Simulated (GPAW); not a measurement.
# Collinear magnetic orders of free-standing triangular Cu monolayer, spacing 3.288 A with GPAW

Wanted: the moments of free-standing triangular Cu monolayer, spacing 3.288 A and the energy of each order that was tried.

Calculated with GPAW 26.7.0; PBE; plane waves with GPAW's PAW setups, scalar-relativistic.

**1. The structure**

The cell holds 1 atom: 1 Cu. Cell: a = 3.288 Å, b = 3.288 Å, c = 14.000 Å, α = 90.0°, β = 90.0°, γ = 120.0°. model lattice. Vacuum lies along c.

**2. Run 1 (ferro +)**

Parallel moments need no larger cell; this start tests for a ferromagnetic state only.

order1.py reads:

```python
import json
import numpy as np
from ase import Atoms
from ase.parallel import paropen, parprint
from gpaw import GPAW

atoms = Atoms(['Cu'],
    cell=[[3.288, 0.0, 0.0],
         [-1.644, 2.847492, 0.0],
         [0.0, 0.0, 14.0]],
    scaled_positions=[[0.0, 0.0, 0.5]],
    pbc=True,
    magmoms=[0.5])
atoms.calc = GPAW(mode={'name': 'pw', 'ecut': 550},
    xc='PBE',
    kpts={'size': (10, 10, 1), 'gamma': True},
    occupations={'name': 'fermi-dirac', 'width': 0.05},
    convergence={'density': 1e-05, 'energy': 1e-05},
    maxiter=200,
    symmetry={'tolerance': 1e-4},
    txt='order1.txt')
e = atoms.get_potential_energy(force_consistent=True)
res = {'free_energy': e, 'energy_sigma0': atoms.get_potential_energy(), 'fermi_energy': atoms.calc.get_fermi_level()}
res['moments'] = atoms.get_magnetic_moments().tolist()
res['total'] = atoms.get_magnetic_moment()
parprint('site moments (muB):', np.round(res['moments'], 3))
parprint(f"total moment: {res['total']:.3f} muB")
parprint(f'free energy: {e:.6f} eV')
atoms.calc.write('order1.gpw')
n = atoms.calc.get_pseudo_density()
up, down = (atoms.calc.get_pseudo_density(spin=i) for i in (0, 1))
np.savez('grids.npz', density=n, spin=up - down)
with paropen('results.json', 'w') as f:
    json.dump(res, f)
```

Launch:

```console
OMP_NUM_THREADS=1 python3 order1.py > order1.log
```

The log of the run:

```text
site moments (muB): [-0.]
total moment: -0.000 muB
free energy: -1.673131 eV

--- order1.txt ---
Input parameters:
  mode=PW(ecut=550),
  convergence={'density': 1e-05, 'energy': 1e-05},
  kpts=MonkhorstPack(size=(10, 10, 1), gamma=True),
  maxiter=200,
  occupations=Occupations(name='fermi-dirac', width=0.05),
  symmetry=Symmetry(tolerance=0.0001),
  xc=XC(name='PBE')

Diagonalizing LCAO Hamiltonian
Converting LCAO to pw mode

       Cu

Atoms  # Å, Bohr magnetons
|   | symbol |        x |        y |        z |    initial magnetic moments |
|---|--------|----------|----------|----------|-----------------------------|
| 0 |     Cu | 0.000000 | 0.000000 | 7.000000 | ( 0.0000,  0.0000,  0.5000) |

Unit cell  # Å
| periodic |         x |        y |         z |   lengths |     angles |
|----------|-----------|----------|-----------|-----------|------------|
|      yes |  3.288000 | 0.000000 |  0.000000 |  3.288000 |  90.000000 |
|      yes | -1.644000 | 2.847492 |  0.000000 |  3.288000 |  90.000000 |
|      yes |  0.000000 | 0.000000 | 14.000000 | 14.000000 | 119.999996 |

Number of symmetries: 24

BZ-sampling:
  Number of BZ points: 100
  Number of IBZ points: 14

  Monkhorst-Pack size: [10, 10, 1]
  Monkhorst-Pack shift: [0.05, 0.05, 0.0]

K-points  # in reciprocal-cell coordinates
|     |                                coordinates |     weight |
|-----|--------------------------------------------|------------|
|   0 | (  0.00000000,   0.00000000,   0.00000000) | 0.01000000 |
|   1 | (  0.10000000,   0.00000000,   0.00000000) | 0.06000000 |
|   2 | (  0.20000000,  -0.10000000,   0.00000000) | 0.06000000 |
|   3 | (  0.20000000,   0.00000000,   0.00000000) | 0.06000000 |
|   4 | (  0.30000000,  -0.10000000,   0.00000000) | 0.12000000 |
|   5 | (  0.30000000,   0.00000000,   0.00000000) | 0.06000000 |
|   6 | (  0.40000000,  -0.20000000,   0.00000000) | 0.06000000 |
|   7 | (  0.40000000,  -0.10000000,   0.00000000) | 0.12000000 |
|   8 | (  0.40000000,   0.00000000,   0.00000000) | 0.06000000 |
|   9 | (  0.40000000,   0.30000000,   0.00000000) | 0.06000000 |
| ... |                                            |            |
|  13 | (  0.50000000,   0.50000000,   0.00000000) | 0.03000000 |

Plane wave coefficients: 3893
Cutoff: 550.0 eV

Spin-components: 2 (collinear spins)
Bands:           9
Projectors:      6
Spin-degeneracy: 1
Datatype:        complex128

Parallelization:
  kpt:    1
  domain: 1
  band:   1

Density:
  Valence electrons: 11.0
  Components: 2
  Grid points: [18 18 80]
  Charge: 0.0  # |e|

Potential:
  Grid points: [18 18 80]

species:
  Cu:
    name:    Copper
    Z:       29.0
    valence: 11
    core:    18
    charge:  0.0  # [|e|]
    compensation charges:
      type: gauss
      rc: 0.33  # [Å]
      lmax: 2
    cutoffs:
      filter: 2.06  # [Å]
      core: 2.43  # [Å]
    projectors
    | kind |    occ | energy [eV] | rcut [Å] |
    |------|--------|-------------|----------|
    |   4s |  1.000 |      -4.609 |    1.164 |
    |   4p |  0.000 |      -0.698 |    1.164 |
    |   3d | 10.000 |      -5.039 |    1.058 |
    |    s |        |      22.603 |    1.164 |
    |    p |        |      26.513 |    1.164 |
    |    d |        |      22.172 |    1.058 |

    Using partial waves for Cu as LCAO basis

Reference energy: -45021.451841  # eV

eigensolver:
  PPCG
  Converge bands: occupied
  niter=2

density mixing:
  MSR1-Mixer
  Pratt-step length: 0.05
  Maximum mixing coefficient: 0.75
  Old densities: 10
  SVD Regularization: 0.005
  Good broyden scale: 1.0
  Trust region scale: 1.0
  Backstep threshold: 4.0
  History deletion threshold: 6.0
  Fourier metric: weight=20.0, sigma=0.015

occupation numbers:
  Fermi-Dirac:
    width: 0.0500  # eV

poisson solver:
  ecut: 4400.0  # eV

xc functional:
  name: PBE with 2 nearest neighbor stencil

convergence criteria:
- Maximum integral of absolute [dens]ity change: 1e-05 electrons / valence electron
- Maximum [total energy] change in last 3 cyles: 1e-05 eV / valence electron
- Maximum integral of absolute [eigenst]ate change: 4e-08 eV^2 / valence electron
maximum number of iterations: 200

SCF iterations
|iter     |      energy | eigst |  dens |  magmom |
|---------|-------------|-------|-------|---------|
|iter:   1|       0s |   -1.776353 | -0.82 |       |  +0.4944|
|iter:   2|       0s |   -1.695142 | -2.18 | -1.02 |  +0.4779|
|iter:   3|       1s |   -1.644304 | -1.63 | -1.12 |  +0.3955|
|iter:   4|       2s |   -1.653191 | -2.90 | -1.35 |  +0.3182|
|iter:   5|       2s |   -1.665030 | -2.79 | -1.48 |  +0.1600|
|iter:   6|       3s |   -1.667594 | -3.46 | -1.88 |  +0.0818|
|iter:   7|       3s |   -1.668189 | -4.03 | -2.28 |  +0.0448|
|iter:   8|       4s |   -1.668353 | -4.41 | -2.63 |  +0.0183|
|iter:   9|       4s |   -1.668374 | -5.37 | -3.05 |  +0.0072|
|iter:  10|       5s |   -1.668377c| -6.19 | -3.47 |  +0.0022|
|iter:  11|       6s |   -1.668377c| -7.04 | -3.92 |  +0.0002|
|iter:  12|       6s |   -1.668377c| -7.88c| -4.80 |  -0.0000|
|iter:  13|       6s |   -1.668377c| -8.35c| -5.37c|  -0.0000|

Converged in 13 steps
Energy contributions relative to reference atoms: (reference = -45021.451841)

Energy contributions:
  Kinetic:          -7.464524
  Coulomb:           5.148505
  Zero:             -0.027528
  External:          0.000000
  Xc:                0.679924
  Entropy:          -0.009508
  Spinorbit:         0.000000
  ----------------------------
  Free energy:      -1.673131
  Extrapolated:     -1.668377

dipole moment: (-3.473904, -6.016980, -0.000006)  # |e|*Ang

Total magnetic moment: (0.000000, 0.000000, -0.000018)

Local magnetic moments
|        x |        y |         z |
|----------|----------|-----------|
| 0.000000 | 0.000000 | -0.000009 |  # Cu   0

Fermi level: -3.751
Eigenvalues  # (at kpt = [0.000, 0.000, 0.000])
| band index |      eig [eV] | occ [0-1] |      eig [eV] | occ [0-1] |
|------------|---------------|-----------|---------------|-----------|
|          0 |        -6.647 |     1.000 |        -6.647 |     1.000 |
|          1 |        -4.765 |     1.000 |        -4.765 |     1.000 |
|          2 |        -4.765 |     1.000 |        -4.765 |     1.000 |
|          3 |        -4.628 |     1.000 |        -4.628 |     1.000 |
|          4 |        -4.433 |     1.000 |        -4.433 |     1.000 |
|          5 |        -4.433 |     1.000 |        -4.433 |     1.000 |
|          6 |        -1.560 |     0.000 |        -1.560 |     0.000 |
|          7 |         0.836 |     0.000 |         0.836 |     0.000 |
|          8 |         2.062 |     0.000 |         2.062 |     0.000 |

No gap
No difference between direct/indirect transitions
```

Elapsed: 9.5 s, on 1 MPI rank of AMD EPYC 9R45, shared host; peak memory 0.21 GiB.

Numbers from this step:

| Quantity | Value |
| --- | --- |
| final state | non-magnetic |

After 13 cycles the seed has died away: no moment is left.

**3. Start 2: antiferro q=(0,1/2,0) +-**

Another pattern of signs weighs the neighbour shells otherwise.

The cell is doubled to 2 atoms to hold this order. Its mesh is chosen so that both cells sample the same points.

order2.py is the script of step 2 with these lines changed:

```diff
@@ -6,12 +6,13 @@
 
-atoms = Atoms(['Cu'],
+atoms = Atoms(['Cu', 'Cu'],
     cell=[[3.288, 0.0, 0.0],
-         [-1.644, 2.847492, 0.0],
+         [-3.288, 5.694984, 0.0],
          [0.0, 0.0, 14.0]],
-    scaled_positions=[[0.0, 0.0, 0.5]],
+    scaled_positions=[[0.0, 0.0, 0.5],
+         [0.0, 0.5, 0.5]],
     pbc=True,
-    magmoms=[0.5])
+    magmoms=[0.5, -0.5])
 atoms.calc = GPAW(mode={'name': 'pw', 'ecut': 550},
     xc='PBE',
-    kpts={'size': (10, 10, 1), 'gamma': True},
+    kpts={'size': (10, 5, 1), 'gamma': True},
     occupations={'name': 'fermi-dirac', 'width': 0.05},
@@ -20,3 +21,3 @@
     symmetry={'tolerance': 1e-4},
-    txt='order1.txt')
+    txt='order2.txt')
 e = atoms.get_potential_energy(force_consistent=True)
@@ -28,3 +29,3 @@
 parprint(f'free energy: {e:.6f} eV')
-atoms.calc.write('order1.gpw')
+atoms.calc.write('order2.gpw')
 n = atoms.calc.get_pseudo_density()
```

Launch:

```console
OMP_NUM_THREADS=1 python3 order2.py > order2.log
```

The log of the run:

```text
site moments (muB): [-0.  0.]
total moment: 0.000 muB
free energy: -3.346260 eV

--- order2.txt ---
Input parameters:
  mode=PW(ecut=550),
  convergence={'density': 1e-05, 'energy': 1e-05},
  kpts=MonkhorstPack(size=(10, 5, 1), gamma=True),
  maxiter=200,
  occupations=Occupations(name='fermi-dirac', width=0.05),
  symmetry=Symmetry(tolerance=0.0001),
  xc=XC(name='PBE')

Diagonalizing LCAO Hamiltonian
Converting LCAO to pw mode

         Cu
           Cu

Atoms  # Å, Bohr magnetons
|   | symbol |         x |        y |        z |    initial magnetic moments |
|---|--------|-----------|----------|----------|-----------------------------|
| 0 |     Cu |  0.000000 | 0.000000 | 7.000000 | ( 0.0000,  0.0000,  0.5000) |
| 1 |     Cu | -1.644000 | 2.847492 | 7.000000 | ( 0.0000,  0.0000, -0.5000) |

Unit cell  # Å
| periodic |         x |        y |         z |   lengths |     angles |
|----------|-----------|----------|-----------|-----------|------------|
|      yes |  3.288000 | 0.000000 |  0.000000 |  3.288000 |  90.000000 |
|      yes | -3.288000 | 5.694984 |  0.000000 |  6.576001 |  90.000000 |
|      yes |  0.000000 | 0.000000 | 14.000000 | 14.000000 | 119.999996 |

Number of symmetries: 4

BZ-sampling:
  Number of BZ points: 50
  Number of IBZ points: 26

  Monkhorst-Pack size: [10, 5, 1]
  Monkhorst-Pack shift: [0.05, 0.0, 0.0]

Plane wave coefficients: 7737
Cutoff: 550.0 eV

Spin-components: 2 (collinear spins)
Bands:           18
Projectors:      12
Spin-degeneracy: 1
Datatype:        complex128

Parallelization:
  kpt:    1
  domain: 1
  band:   1

Density:
  Valence electrons: 22.0
  Components: 2
  Grid points: [18 36 80]
  Charge: 0.0  # |e|

Potential:
  Grid points: [18 36 80]

[... setups left out ...]
Reference energy: -90042.903682  # eV

eigensolver:
  PPCG
  Converge bands: occupied
  niter=2

density mixing:
  MSR1-Mixer
  Pratt-step length: 0.05
  Maximum mixing coefficient: 0.75
  Old densities: 10
  SVD Regularization: 0.005
  Good broyden scale: 1.0
  Trust region scale: 1.0
  Backstep threshold: 4.0
  History deletion threshold: 6.0
  Fourier metric: weight=20.0, sigma=0.015

occupation numbers:
  Fermi-Dirac:
    width: 0.0500  # eV

poisson solver:
  ecut: 4400.0  # eV

xc functional:
  name: PBE with 2 nearest neighbor stencil

convergence criteria:
- Maximum integral of absolute [dens]ity change: 1e-05 electrons / valence electron
- Maximum [total energy] change in last 3 cyles: 1e-05 eV / valence electron
- Maximum integral of absolute [eigenst]ate change: 4e-08 eV^2 / valence electron
maximum number of iterations: 200

SCF iterations
|iter     |      energy | eigst |  dens |  magmom |
|---------|-------------|-------|-------|---------|
|iter:   1|       0s |   -3.573467 | -0.85 |       |  +0.0000|
|iter:   2|       4s |   -3.413288 | -2.25 | -1.05 |  +0.0000|
|iter:   3|       8s |   -3.296468 | -1.55 | -1.15 |  -0.0000|
|iter:   4|      11s |   -3.309818 | -3.12 | -1.43 |  +0.0000|
|iter:   5|      15s |   -3.330437 | -2.82 | -1.54 |  -0.0000|
|iter:   6|      18s |   -3.335217 | -3.47 | -1.97 |  -0.0000|
|iter:   7|      22s |   -3.336740 | -3.60 | -2.34 |  -0.0000|
|iter:   8|      25s |   -3.336741 | -5.19 | -3.18 |  -0.0000|
|iter:   9|      28s |   -3.336751c| -6.22 | -3.34 |  -0.0000|
|iter:  10|      32s |   -3.336752c| -7.15 | -4.06 |  +0.0000|
|iter:  11|      34s |   -3.336752c| -7.97c| -4.70 |  +0.0000|
|iter:  12|      36s |   -3.336752c| -8.08c| -5.21c|  +0.0000|

Converged in 12 steps
Energy contributions relative to reference atoms: (reference = -90042.903682)

Energy contributions:
  Kinetic:         -14.928818
  Coulomb:          10.296716
  Zero:             -0.055025
  External:          0.000000
  Xc:                1.359884
  Entropy:          -0.019016
  Spinorbit:         0.000000
  ----------------------------
  Free energy:      -3.346260
  Extrapolated:     -3.336752

dipole moment: (-6.947812, -12.033963, -0.000005)  # |e|*Ang

Total magnetic moment: (0.000000, 0.000000, 0.000000)

Local magnetic moments
|        x |        y |         z |
|----------|----------|-----------|
| 0.000000 | 0.000000 | -0.000015 |  # Cu   0
| 0.000000 | 0.000000 |  0.000015 |  # Cu   1

Fermi level: -3.751
Eigenvalues  # (at kpt = [0.000, 0.000, 0.000])
| band index |      eig [eV] | occ [0-1] |      eig [eV] | occ [0-1] |
|------------|---------------|-----------|---------------|-----------|
|          0 |        -6.647 |     1.000 |        -6.647 |     1.000 |
|        ... |               |           |               |           |
|          3 |        -4.765 |     1.000 |        -4.765 |     1.000 |
|          4 |        -4.765 |     1.000 |        -4.765 |     1.000 |
|          5 |        -4.628 |     1.000 |        -4.628 |     1.000 |
|          6 |        -4.497 |     1.000 |        -4.497 |     1.000 |
|          7 |        -4.489 |     1.000 |        -4.489 |     1.000 |
|          8 |        -4.433 |     1.000 |        -4.433 |     1.000 |
|          9 |        -4.433 |     1.000 |        -4.433 |     1.000 |
|         10 |        -4.373 |     1.000 |        -4.373 |     1.000 |
|         11 |        -1.571 |     0.000 |        -1.571 |     0.000 |
|         12 |        -1.560 |     0.000 |        -1.560 |     0.000 |
|         13 |        -1.512 |     0.000 |        -1.512 |     0.000 |
|         14 |         0.836 |     0.000 |         0.836 |     0.000 |
|         15 |         2.062 |     0.000 |         2.062 |     0.000 |
|         16 |         2.398 |     0.000 |         2.398 |     0.000 |
|         17 |         2.492 |     0.000 |         2.492 |     0.000 |

No gap
No difference between direct/indirect transitions
```

Elapsed: 43 s, on 1 MPI rank; peak memory 0.41 GiB.

Numbers from this step:

* final state: non-magnetic

It ends in the same state without moments as the first start; the 7.3e-4 meV between them is numerical noise.

**4. Order 3, typed as no spin polarisation**

This run holds no moments, which gives a state to set the others against.

nospin.py reads:

```python
import json
import numpy as np
from ase import Atoms
from ase.parallel import paropen, parprint
from gpaw import GPAW

atoms = Atoms(['Cu'],
    cell=[[3.288, 0.0, 0.0],
         [-1.644, 2.847492, 0.0],
         [0.0, 0.0, 14.0]],
    scaled_positions=[[0.0, 0.0, 0.5]],
    pbc=True)
atoms.calc = GPAW(mode={'name': 'pw', 'ecut': 550},
    xc='PBE',
    kpts={'size': (10, 10, 1), 'gamma': True},
    occupations={'name': 'fermi-dirac', 'width': 0.05},
    convergence={'density': 1e-05, 'energy': 1e-05},
    maxiter=200,
    symmetry={'tolerance': 1e-4},
    txt='nospin.txt')
e = atoms.get_potential_energy(force_consistent=True)
res = {'free_energy': e, 'energy_sigma0': atoms.get_potential_energy(), 'fermi_energy': atoms.calc.get_fermi_level()}
parprint(f'free energy: {e:.6f} eV')
atoms.calc.write('nospin.gpw')
with paropen('results.json', 'w') as f:
    json.dump(res, f)
```

Launch:

```console
OMP_NUM_THREADS=1 python3 nospin.py > nospin.log
```

The log of the run:

```text
free energy: -1.673131 eV

--- nospin.txt ---
Input parameters:
  mode=PW(ecut=550),
  convergence={'density': 1e-05, 'energy': 1e-05},
  kpts=MonkhorstPack(size=(10, 10, 1), gamma=True),
  maxiter=200,
  occupations=Occupations(name='fermi-dirac', width=0.05),
  symmetry=Symmetry(tolerance=0.0001),
  xc=XC(name='PBE')

Diagonalizing LCAO Hamiltonian
Converting LCAO to pw mode

       Cu

Atoms  # Å, Bohr magnetons
[...]
|------------|---------------|-----------|
|          0 |        -6.647 |     2.000 |
|          1 |        -4.765 |     2.000 |
|          2 |        -4.765 |     2.000 |
|          3 |        -4.628 |     2.000 |
|          4 |        -4.433 |     2.000 |
|          5 |        -4.433 |     2.000 |
|          6 |        -1.560 |     0.000 |
|          7 |         0.836 |     0.000 |
|          8 |         2.062 |     0.000 |

No gap
No difference between direct/indirect transitions


[key lines of the parts left out:]
Free energy:      -1.673131
Converged in 11 steps
dipole moment: (-3.473908, -6.016986, -0.000006)  # |e|*Ang
Fermi level: -3.751
```

Wall time 5.4 s (1 MPI rank); peak memory 0.18 GiB.

Read from the output:

```
final state : non-magnetic (no spin polarisation)
```

It ends in the same state without moments as the first start; the 1.3e-7 meV between them is numerical noise.

[end of part 1 of 2]

[Logs and program files are shortened in this print: banners, set-up blocks, solver, clock and traceback lines can be left out without a mark of their own.]

[Logs are printed without paths, hosts, clocks, repeated set-up lines and the standing remarks that a program may print on its own settings, such as how far it seeks lower states.]

[Hosts, paths, dates, database ids (printed as entryN), source tags and the programs' standing remarks are cut or masked in the printed files.]

[Where a cell is said to come from a database of computed structures, the database is the Materials Project.]
